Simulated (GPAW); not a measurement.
**A 8-layer slab of Pb(100) in an electric field**

Wanted: the out-of-plane polarisability of a 8-layer slab of Pb(100).

Program: GPAW 26.7.0. Level of theory: GPAW, PAW setups; slab in vacuum, relaxation, in the first sound run; inputs show where later runs differ. Results are calculated unless marked as measured.

**1. The starting structure**

The cell holds 8 atoms: 8 Pb. Its edges and angles: a = 3.500 Å, b = 3.500 Å, c = 33.325 Å, α = 90.0°, β = 90.0°, γ = 90.0°. Vacuum lies along c.

**2. Relaxing the atoms**

The atoms are relaxed first, since the surface dipole, and with it the work function, follows the positions of the outer layers. The lowest 4 atoms are held at bulk positions and keep their forces.

run.py reads:

```python
import json
import numpy as np
from ase import Atoms
from ase.constraints import FixAtoms
from ase.optimize import BFGS
from gpaw import GPAW, PW

slab = Atoms(
    ['Pb', 'Pb', 'Pb', 'Pb', 'Pb', 'Pb', 'Pb', 'Pb'],
    positions=[
        [1.75009, 1.75009, 8.00000],
        [0.00000, 0.00000, 10.47500],
        [1.75009, 1.75009, 12.95000],
        [0.00000, 0.00000, 15.42500],
        [1.75009, 1.75009, 17.90000],
        [0.00000, 0.00000, 20.37500],
        [1.75009, 1.75009, 22.85000],
        [0.00000, 0.00000, 25.32500]],
    cell=[[3.50018, 0.0, 0.0], [0.0, 3.50018, 0.0], [0.0, 0.0, 33.325]],
    pbc=[True, True, False])

slab.calc = GPAW(mode=PW(400), xc='PBE', kpts={'size': (9, 9, 1), 'gamma': True},
                 occupations={'name': 'fermi-dirac', 'width': 0.1}, nbands='200%',
                 convergence={'density': 1e-05}, maxiter=200,
                 poissonsolver={'dipolelayer': 'xy'},
                 symmetry={'tolerance': 1e-3, 'extra_ids': [1, 1, 1, 1, 0, 0, 0, 0]}, txt='slab.txt')
result = {}
slab.set_constraint(FixAtoms([0, 1, 2, 3]))
path = []
opt = BFGS(slab, maxstep=0.2)
opt.attach(lambda: path.append((slab.get_potential_energy(), slab.positions.tolist(), slab.get_forces().tolist())))
result['relaxed'] = bool(opt.run(fmax=0.03, steps=40))
result['path'] = path
energy = slab.get_potential_energy()
fermi = slab.calc.get_fermi_level()
v = slab.calc.get_electrostatic_potential().mean((0, 1)) - fermi
n = slab.calc.get_pseudo_density().mean((0, 1))
L = slab.cell[2, 2]
z = np.arange(len(v)) * L / len(v)
low, high = slab.positions[:, 2].min(), slab.positions[:, 2].max()
below, above = np.interp([low - 5.8, high + 5.8], z, v)
slopes = [np.interp(x, z, np.gradient(v, z)) for x in (low - 5.8, high + 5.8)]
eps = np.array([[slab.calc.get_eigenvalues(k, s) for k in range(len(slab.calc.get_ibz_k_points()))]
                for s in range(slab.calc.get_number_of_spins())]) - fermi
top, bottom = eps[eps < 0].max(), eps[eps > 0].min()
dipole = slab.get_dipole_moment()[2]
print(f'energy {energy:.4f} eV, Fermi level {fermi:.4f} eV, dipole {dipole:.5f} e A')
print(f'potential 5.8 A off the faces, from the Fermi level: lower {below:.4f} eV, upper {above:.4f} eV')
print(f'slope of the potential there: lower {slopes[0]:.5f}, upper {slopes[1]:.5f} eV/A')
print(f'nearest levels on the mesh: {top:.4f} and {bottom:.4f} eV')
print('magnetic moment', round(slab.get_magnetic_moment(), 3))
result.update(energy=energy, fermi=fermi, dipole=dipole, below=below, above=above, slopes=slopes, edges=[top, bottom],
              z=z.tolist(), v=v.tolist(), n=n.tolist(), positions=slab.positions.tolist(),
              forces=slab.get_forces(apply_constraint=False).tolist(), moments=slab.get_magnetic_moments().tolist())
json.dump(result, open('result.json', 'w'))
```

Command:

```bash
$ OMP_NUM_THREADS=1 OPENBLAS_NUM_THREADS=1 python run.py
```

The log of the run:

```text
Step          Energy          fmax
BFGS:    0      -29.393080        0.406438
BFGS:    1      -29.396196        0.388760
BFGS:    2      -29.420040        0.118052
BFGS:    3      -29.421220        0.060407
BFGS:    4      -29.421319        0.057287
BFGS:    5      -29.410360        0.318388
BFGS:    6      -29.423878        0.111384
BFGS:    7      -29.424142        0.106201
BFGS:    8      -29.428376        0.044256
BFGS:    9      -29.429800        0.059515
BFGS:   10      -29.430947        0.048886
BFGS:   11      -29.431203        0.054336
BFGS:   12      -29.431406        0.061654
BFGS:   13      -29.431568        0.060555
BFGS:   14      -29.432661        0.047926
BFGS:   15      -29.433478        0.022217
energy -29.3609 eV, Fermi level 3.0481 eV, dipole -0.00460 e A
potential 5.8 A off the faces, from the Fermi level: lower 3.6984 eV, upper 3.7697 eV
slope of the potential there: lower -0.00021, upper 0.00020 eV/A
nearest levels on the mesh: -0.0143 and 0.0145 eV
magnetic moment 0.0
```

The job ended after 87 min (1 thread of Arm Neoverse V2, shared host; peak memory 0.47 GiB).

Relaxation path:

| step | energy less that of the first step (eV) | largest force (eV/Å) |
| --- | --- | --- |
| 1 | 0.0000 | 0.4064 |
| 2 | -0.0034 | 0.3888 |
| 3 | -0.0330 | 0.1181 |
| 4 | -0.0331 | 0.0604 |
| 5 | -0.0332 | 0.0573 |
| 6 | -0.0253 | 0.3184 |
| 7 | -0.0366 | 0.1114 |
| 8 | -0.0368 | 0.1062 |
| 9 | -0.0392 | 0.0443 |
| 10 | -0.0399 | 0.0595 |
| 11 | -0.0407 | 0.0489 |
| 12 | -0.0410 | 0.0543 |
| 13 | -0.0413 | 0.0617 |
| 14 | -0.0415 | 0.0606 |
| 15 | -0.0432 | 0.0479 |
| 16 | -0.0434 | 0.0222 |

The atoms that moved most (Å):

| atom | dx | dy | dz | length |
| --- | --- | --- | --- | --- |
| Pb7 | 0.000 | 0.000 | 0.287 | 0.287 |
| Pb8 | 0.000 | 0.000 | 0.163 | 0.163 |
| Pb5 | 0.000 | 0.000 | 0.061 | 0.061 |
| Pb6 | 0.000 | 0.000 | 0.058 | 0.058 |

The relaxed structure:

```xyz
8
Lattice="3.5002 0.0000 0.0000 0.0000 3.5002 0.0000 0.0000 0.0000 33.3250" Properties=species:S:1:pos:R:3
Pb    1.7501    1.7501    8.0000
Pb    0.0000    0.0000   10.4750
Pb    1.7501    1.7501   12.9500
Pb    0.0000    0.0000   15.4250
Pb    1.7501    1.7501   17.9609
Pb    0.0000    0.0000   20.4331
Pb    1.7501    1.7501   23.1373
Pb    0.0000    0.0000   25.4879
```

This step gave:

```yaml
dipole_along_the_normal: -0.004601 e·Å
levels_nearest_the_fermi_level_on_the_mesh: -0.01427, 0.01447 eV from the Fermi level
upper_work_function: 3.770 eV
lower_work_function: 3.698 eV
```

The electrostatic potential energy of an electron (without an applied field's), less the Fermi level, planar mean oscillates, so the rows of the table below give means over windows of 2.5 Å about each position, cut where the curve ends. Its maxima inside the range that stand out by 2 % of the span (Å: eV): 9.3: -0.0592, 11.7: -0.179, 14.3: -0.192, 16.7: 0.208, 19.2: -0.136, 21.8: 0.892, 24.3: -0.752. Its minima: 8.0: -18.5, 10.5: -18.5, 12.9: -18.6, 15.4: -18.6, 17.9: -18.4, 20.4: -18.6, 23.1: -18.5, 25.5: -18.5.

Table of electrostatic potential energy of an electron (without an applied field's), less the Fermi level, planar mean by z; means over each step:

| z (Å) | electrostatic potential energy of an electron (without an applied field's), less the Fermi level, planar mean (eV) |
| --- | --- |
| 1.25 | 3.70 |
| 3.75 | 3.69 |
| 6.25 | 1.57 |
| 8.75 | -7.57 |
| 11.25 | -7.76 |
| 13.75 | -7.67 |
| 16.25 | -7.34 |
| 18.75 | -7.70 |
| 21.25 | -6.63 |
| 23.75 | -8.12 |
| 26.25 | -5.55 |
| 28.75 | 3.71 |
| 31.25 | 3.77 |

The pseudo valence density, planar mean oscillates, so the rows of the table below give means over windows of 2.5 Å about each position, cut where the curve ends. Its maxima inside the range that stand out by 2 % of the span (Å: e/Å³): 7.9: 1.01, 10.4: 1.03, 12.9: 1.04, 15.4: 1.04, 17.9: 1.03, 20.4: 1.04, 23.1: 1.04, 25.4: 1.02. Its minima: 9.2: 0.147, 11.7: 0.144, 14.2: 0.144, 16.7: 0.134, 19.2: 0.145, 21.9: 0.111, 24.4: 0.170.

Table of pseudo valence density, planar mean by z; means over each step:

| z (Å) | pseudo valence density, planar mean (e/Å³) |
| --- | --- |
| 1.25 | 0 |
| 3.75 | 1.7e-4 |
| 6.25 | 0.0739 |
| 8.75 | 0.461 |
| 11.25 | 0.462 |
| 13.75 | 0.462 |
| 16.25 | 0.450 |
| 18.75 | 0.463 |
| 21.25 | 0.423 |
| 23.75 | 0.480 |
| 26.25 | 0.381 |
| 28.75 | 0.00173 |
| 31.25 | 5.5e-6 |

The relaxation lowered the energy of the cell by 0.0434 eV (energies extrapolated to zero smearing; the optimiser's log prints free energies). The largest force left on a free atom is 0.022 eV/Å.

**3. Plane waves, PBE**

The work function is the vacuum plateau of the electrostatic potential less the Fermi level; a dipole layer lets the two faces have plateaus of their own.

This step: GPAW, PAW setups; slab in vacuum (GPAW 26.7.0).

Changes to run.py since step 2:

```diff
@@ -3,4 +3,2 @@
 from ase import Atoms
-from ase.constraints import FixAtoms
-from ase.optimize import BFGS
 from gpaw import GPAW, PW
@@ -14,6 +12,6 @@
         [0.00000, 0.00000, 15.42500],
-        [1.75009, 1.75009, 17.90000],
-        [0.00000, 0.00000, 20.37500],
-        [1.75009, 1.75009, 22.85000],
-        [0.00000, 0.00000, 25.32500]],
+        [1.75009, 1.75009, 17.96089],
+        [-0.00000, 0.00000, 20.43306],
+        [1.75009, 1.75009, 23.13726],
+        [0.00000, -0.00000, 25.48795]],
     cell=[[3.50018, 0.0, 0.0], [0.0, 3.50018, 0.0], [0.0, 0.0, 33.325]],
@@ -25,10 +23,4 @@
                  poissonsolver={'dipolelayer': 'xy'},
-                 symmetry={'tolerance': 1e-3, 'extra_ids': [1, 1, 1, 1, 0, 0, 0, 0]}, txt='slab.txt')
+                 symmetry={'tolerance': 1e-3}, txt='slab.txt')
 result = {}
-slab.set_constraint(FixAtoms([0, 1, 2, 3]))
-path = []
-opt = BFGS(slab, maxstep=0.2)
-opt.attach(lambda: path.append((slab.get_potential_energy(), slab.positions.tolist(), slab.get_forces().tolist())))
-result['relaxed'] = bool(opt.run(fmax=0.03, steps=40))
-result['path'] = path
 energy = slab.get_potential_energy()
```

The log of the run:

```text
energy -29.3609 eV, Fermi level 3.0481 eV, dipole -0.00466 e A
potential 5.8 A off the faces, from the Fermi level: lower 3.6985 eV, upper 3.7697 eV
slope of the potential there: lower -0.00020, upper 0.00019 eV/A
nearest levels on the mesh: -0.0143 and 0.0145 eV
magnetic moment 0.0
```

Elapsed: 9.4 min, on 1 thread; peak memory 0.46 GiB.

Numbers from this step:

```yaml
dipole_along_the_normal: -0.004663 e·Å
levels_nearest_the_fermi_level_on_the_mesh: -0.01426, 0.01448 eV from the Fermi level
lower_work_function: 3.699 eV
```

The electrostatic potential energy of an electron (without an applied field's), less the Fermi level, planar mean oscillates, so the rows of the table below give means over windows of 2.5 Å about each position, cut where the curve ends. Its maxima inside the range that stand out by 2 % of the span (Å: eV): 9.3: -0.0592, 11.7: -0.179, 14.3: -0.192, 16.7: 0.208, 19.2: -0.136, 21.8: 0.892, 24.3: -0.752. Its minima: 8.0: -18.5, 10.5: -18.5, 12.9: -18.6, 15.4: -18.6, 17.9: -18.4, 20.4: -18.6, 23.1: -18.5, 25.5: -18.5.

Table of electrostatic potential energy of an electron (without an applied field's), less the Fermi level, planar mean by z; means over each step:

z (Å), electrostatic potential energy of an electron (without an applied field's), less the Fermi level, planar mean (eV) and a bar from the least value:
```
     1.25        3.7 ##############################
     3.75        3.7 ##############################
     6.25        1.6 ########################
     8.75       -7.6 #
    11.25       -7.8 #
    13.75       -7.7 #
    16.25       -7.3 ##
    18.75       -7.7 #
    21.25       -6.6 ####
    23.75       -8.1 
    26.25       -5.6 ######
    28.75        3.7 ##############################
    31.25        3.8 ##############################
```

The pseudo valence density, planar mean oscillates, so the rows of the table below give means over windows of 2.5 Å about each position, cut where the curve ends. Its maxima inside the range that stand out by 2 % of the span (Å: e/Å³): 7.9: 1.01, 10.4: 1.03, 12.9: 1.04, 15.4: 1.04, 17.9: 1.03, 20.4: 1.04, 23.1: 1.04, 25.4: 1.02. Its minima: 9.2: 0.147, 11.7: 0.144, 14.2: 0.144, 16.7: 0.134, 19.2: 0.145, 21.9: 0.111, 24.4: 0.170.

Pseudo valence density, planar mean against z; means over each step:

z (Å), pseudo valence density, planar mean (e/Å³) and a bar:
```
     1.25       0.00 
     3.75       0.00 
     6.25       0.07 #####
     8.75       0.46 #############################
    11.25       0.46 #############################
    13.75       0.46 #############################
    16.25       0.45 ############################
    18.75       0.46 #############################
    21.25       0.42 ##########################
    23.75       0.48 ##############################
    26.25       0.38 ########################
    28.75       0.00 
    31.25       0.00
```

Force by atom:

| atom | x (eV/Å) | y (eV/Å) | z (eV/Å) | size |
| --- | --- | --- | --- | --- |
| Pb1 | 0.000 | 0.000 | 0.159 | 0.159 |
| Pb2 | 0.000 | 0.000 | -0.407 | 0.407 |
| Pb3 | 0.000 | 0.000 | 0.181 | 0.181 |
| Pb4 | 0.000 | 0.000 | 0.030 | 0.030 |
| Pb5 | 0.000 | 0.000 | 0.019 | 0.019 |
| Pb6 | 0.000 | 0.000 | 0.017 | 0.017 |
| Pb7 | 0.000 | 0.000 | -0.022 | 0.022 |
| Pb8 | 0.000 | 0.000 | 0.021 | 0.021 |

The potential is flat to 2.0e-4 eV/Å where it is read, so the vacuum is wide enough.

**4. Field on**

A uniform field along the normal polarises the slab; the atoms stay fixed, so this is the electronic response alone.

Changes to run.py since step 3:

```diff
@@ -4,2 +4,3 @@
 from gpaw import GPAW, PW
+from gpaw.external import ConstantElectricField
 
@@ -23,2 +24,3 @@
                  poissonsolver={'dipolelayer': 'xy'},
+                 external=ConstantElectricField(-0.2, [0, 0, 1]),
                  symmetry={'tolerance': 1e-3}, txt='slab.txt')
```

The log of the run:

```text
energy -29.3903 eV, Fermi level 3.0408 eV, dipole -0.28825 e A
potential 5.8 A off the faces, from the Fermi level: lower 1.6255 eV, upper 5.8839 eV
slope of the potential there: lower -0.00054, upper 0.00043 eV/A
nearest levels on the mesh: -0.0142 and 0.0145 eV
magnetic moment 0.0
```

Wall time 22 min (1 thread); peak memory 0.88 GiB.

Numbers from this step:

```yaml
dipole_along_the_normal: -0.2882 e·Å
levels_nearest_the_fermi_level_on_the_mesh: -0.01418, 0.01454 eV from the Fermi level
potential_below_the_slab_the_applied_field_s_own_ramp_left_out: 1.626 eV from the Fermi level
potential_above_the_slab_the_applied_field_s_own_ramp_left_out: 5.884 eV from the Fermi level
```

The electrostatic potential energy of an electron (without an applied field's), less the Fermi level, planar mean oscillates, so the rows of the table below give means over windows of 2.5 Å about each position, cut where the curve ends. Its maxima inside the range that stand out by 2 % of the span (Å: eV): 9.3: -1.54, 11.8: -1.17, 14.3: -0.672, 16.7: 0.208, 19.2: 0.365, 21.8: 1.91, 24.3: 0.770, 31.8: 5.89. Its minima: 8.0: -20.2, 10.5: -19.7, 12.9: -19.3, 15.4: -18.8, 17.9: -18.2, 20.4: -17.8, 23.1: -17.2, 25.5: -16.7.

Table of electrostatic potential energy of an electron (without an applied field's), less the Fermi level, planar mean by z; means over each step:

| z (Å) | electrostatic potential energy of an electron (without an applied field's), less the Fermi level, planar mean (eV) |
| --- | --- |
| 1.25 | 1.79 |
| 3.75 | 1.62 |
| 6.25 | -0.421 |
| 8.75 | -9.16 |
| 11.25 | -8.84 |
| 13.75 | -8.25 |
| 16.25 | -7.43 |
| 18.75 | -7.28 |
| 21.25 | -5.72 |
| 23.75 | -6.70 |
| 26.25 | -3.65 |
| 28.75 | 5.82 |
| 31.25 | 5.88 |

Force by atom:

| atom | x (eV/Å) | y (eV/Å) | z (eV/Å) | size |
| --- | --- | --- | --- | --- |
| Pb1 | 0.000 | 0.000 | 0.154 | 0.154 |
| Pb2 | 0.000 | 0.000 | -0.401 | 0.401 |
| Pb3 | 0.000 | 0.000 | 0.177 | 0.177 |
| Pb4 | 0.000 | 0.000 | 0.033 | 0.033 |
| Pb5 | 0.000 | 0.000 | 0.021 | 0.021 |
| Pb6 | 0.000 | 0.000 | 0.014 | 0.014 |
| Pb7 | 0.000 | 0.000 | -0.014 | 0.014 |
| Pb8 | 0.000 | 0.000 | 0.018 | 0.018 |

The dipole is now -0.288 e Å, against -0.0047 in the run without a field.

**5. In a field**

Changes to run.py since step 4:

```diff
@@ -24,3 +24,3 @@
                  poissonsolver={'dipolelayer': 'xy'},
-                 external=ConstantElectricField(-0.2, [0, 0, 1]),
+                 external=ConstantElectricField(-0.1, [0, 0, 1]),
                  symmetry={'tolerance': 1e-3}, txt='slab.txt')
```

The log of the run:

```text
energy -29.3685 eV, Fermi level 3.0452 eV, dipole -0.14651 e A
potential 5.8 A off the faces, from the Fermi level: lower 2.6602 eV, upper 4.8247 eV
slope of the potential there: lower -0.00037, upper 0.00030 eV/A
nearest levels on the mesh: -0.0142 and 0.0145 eV
magnetic moment 0.0
```

Run time: 23 min. Hardware: 1 thread; peak memory 0.88 GiB.

Numbers from this step:

```yaml
dipole_along_the_normal: -0.1465 e·Å
levels_nearest_the_fermi_level_on_the_mesh: -0.01424, 0.01448 eV from the Fermi level
potential_below_the_slab_the_applied_field_s_own_ramp_left_out: 2.660 eV from the Fermi level
potential_above_the_slab_the_applied_field_s_own_ramp_left_out: 4.825 eV from the Fermi level
```

The electrostatic potential energy of an electron (without an applied field's), less the Fermi level, planar mean oscillates, so the rows of the table below give means over windows of 2.5 Å about each position, cut where the curve ends. Its maxima inside the range that stand out by 2 % of the span (Å: eV): 9.3: -0.800, 11.7: -0.678, 14.3: -0.432, 16.7: 0.209, 19.2: 0.115, 21.8: 1.40, 24.3: 0.00936, 31.8: 4.83. Its minima: 8.0: -19.4, 10.5: -19.1, 12.9: -18.9, 15.4: -18.7, 17.9: -18.3, 20.4: -18.2, 23.1: -17.9, 25.5: -17.6.

Electrostatic potential energy of an electron (without an applied field's), less the Fermi level, planar mean against z; means over each step:

| z (Å) | electrostatic potential energy of an electron (without an applied field's), less the Fermi level, planar mean (eV) |
| --- | --- |
| 1.25 | 2.74 |
| 3.75 | 2.66 |
| 6.25 | 0.576 |
| 8.75 | -8.37 |
| 11.25 | -8.30 |
| 13.75 | -7.96 |
| 16.25 | -7.39 |
| 18.75 | -7.49 |
| 21.25 | -6.18 |
| 23.75 | -7.41 |
| 26.25 | -4.60 |
| 28.75 | 4.76 |
| 31.25 | 4.82 |

Force by atom:

| atom | x (eV/Å) | y (eV/Å) | z (eV/Å) | size |
| --- | --- | --- | --- | --- |
| Pb1 | 0.000 | 0.000 | 0.156 | 0.156 |
| Pb2 | 0.000 | 0.000 | -0.404 | 0.404 |
| Pb3 | 0.000 | 0.000 | 0.180 | 0.180 |
| Pb4 | 0.000 | 0.000 | 0.032 | 0.032 |
| Pb5 | 0.000 | 0.000 | 0.020 | 0.020 |
| Pb6 | 0.000 | 0.000 | 0.016 | 0.016 |
| Pb7 | 0.000 | 0.000 | -0.018 | 0.018 |
| Pb8 | 0.000 | 0.000 | 0.019 | 0.019 |

The dipole is now -0.147 e Å, against -0.0047 in the run without a field.

**6. Field on**

Changes to run.py since step 5:

```diff
@@ -24,3 +24,3 @@
                  poissonsolver={'dipolelayer': 'xy'},
-                 external=ConstantElectricField(-0.1, [0, 0, 1]),
+                 external=ConstantElectricField(-0.05, [0, 0, 1]),
                  symmetry={'tolerance': 1e-3}, txt='slab.txt')
```

The log of the run:

```text
energy -29.3629 eV, Fermi level 3.0468 eV, dipole -0.07568 e A
potential 5.8 A off the faces, from the Fermi level: lower 3.1787 eV, upper 4.2968 eV
slope of the potential there: lower -0.00028, upper 0.00024 eV/A
nearest levels on the mesh: -0.0143 and 0.0145 eV
magnetic moment 0.0
```

Elapsed: 23 min, on 1 thread; peak memory 0.88 GiB.

**7. In a field**

Changes to run.py since step 6:

```diff
@@ -24,3 +24,3 @@
                  poissonsolver={'dipolelayer': 'xy'},
-                 external=ConstantElectricField(-0.05, [0, 0, 1]),
+                 external=ConstantElectricField(0.05, [0, 0, 1]),
                  symmetry={'tolerance': 1e-3}, txt='slab.txt')
```

The log of the run:

```text
energy -29.3624 eV, Fermi level 3.0491 eV, dipole 0.06598 e A
potential 5.8 A off the faces, from the Fermi level: lower 4.2186 eV, upper 3.2440 eV
slope of the potential there: lower -0.00012, upper 0.00015 eV/A
nearest levels on the mesh: -0.0143 and 0.0145 eV
magnetic moment 0.0
```

It took 22 min on 1 thread; peak memory 0.88 GiB.

**8. In a field**

Changes to run.py since step 7:

```diff
@@ -24,3 +24,3 @@
                  poissonsolver={'dipolelayer': 'xy'},
-                 external=ConstantElectricField(0.05, [0, 0, 1]),
+                 external=ConstantElectricField(0.1, [0, 0, 1]),
                  symmetry={'tolerance': 1e-3}, txt='slab.txt')
```

The log of the run:

```text
energy -29.3674 eV, Fermi level 3.0497 eV, dipole 0.13686 e A
potential 5.8 A off the faces, from the Fermi level: lower 4.7406 eV, upper 2.7189 eV
slope of the potential there: lower -0.00005, upper 0.00010 eV/A
nearest levels on the mesh: -0.0143 and 0.0145 eV
magnetic moment 0.0
```

The job ended after 23 min (1 thread; peak memory 0.89 GiB).

The electrostatic potential energy of an electron (without an applied field's), less the Fermi level, planar mean oscillates, so the rows of the table below give means over windows of 2.5 Å about each position, cut where the curve ends. Its maxima inside the range that stand out by 2 % of the span (Å: eV): 1.6: 4.74, 9.3: 0.682, 11.7: 0.319, 14.3: 0.0481, 16.7: 0.208, 19.2: -0.386, 21.8: 0.384, 24.3: -1.51. Its minima: 8.0: -17.6, 10.5: -17.8, 12.9: -18.2, 15.4: -18.4, 17.9: -18.5, 20.4: -18.9, 23.1: -19.1, 25.5: -19.4.

The electrostatic potential energy of an electron (without an applied field's), less the Fermi level, planar mean by z; means over each step:

z (Å), electrostatic potential energy of an electron (without an applied field's), less the Fermi level, planar mean (eV) and a bar from the least value:
```
     1.25        4.7 ##############################
     3.75        4.7 ##############################
     6.25        2.6 #########################
     8.75       -6.8 #####
    11.25       -7.2 ####
    13.75       -7.4 ###
    16.25       -7.3 ###
    18.75       -7.9 ##
    21.25       -7.1 ####
    23.75       -8.8 
    26.25       -6.5 #####
    28.75        2.7 #########################
    31.25        2.7 ##########################
```

The dipole is now 0.137 e Å, against -0.0047 in the run without a field.

(Continued in part 2 of 2.)

[Logs are printed without paths, hosts, clocks, repeated set-up lines and the standing remarks that a program may print on its own settings, such as how far it seeks lower states.]

[Hosts, paths, dates, database ids (printed as entryN), source tags and the programs' standing remarks are cut or masked in the printed files.]
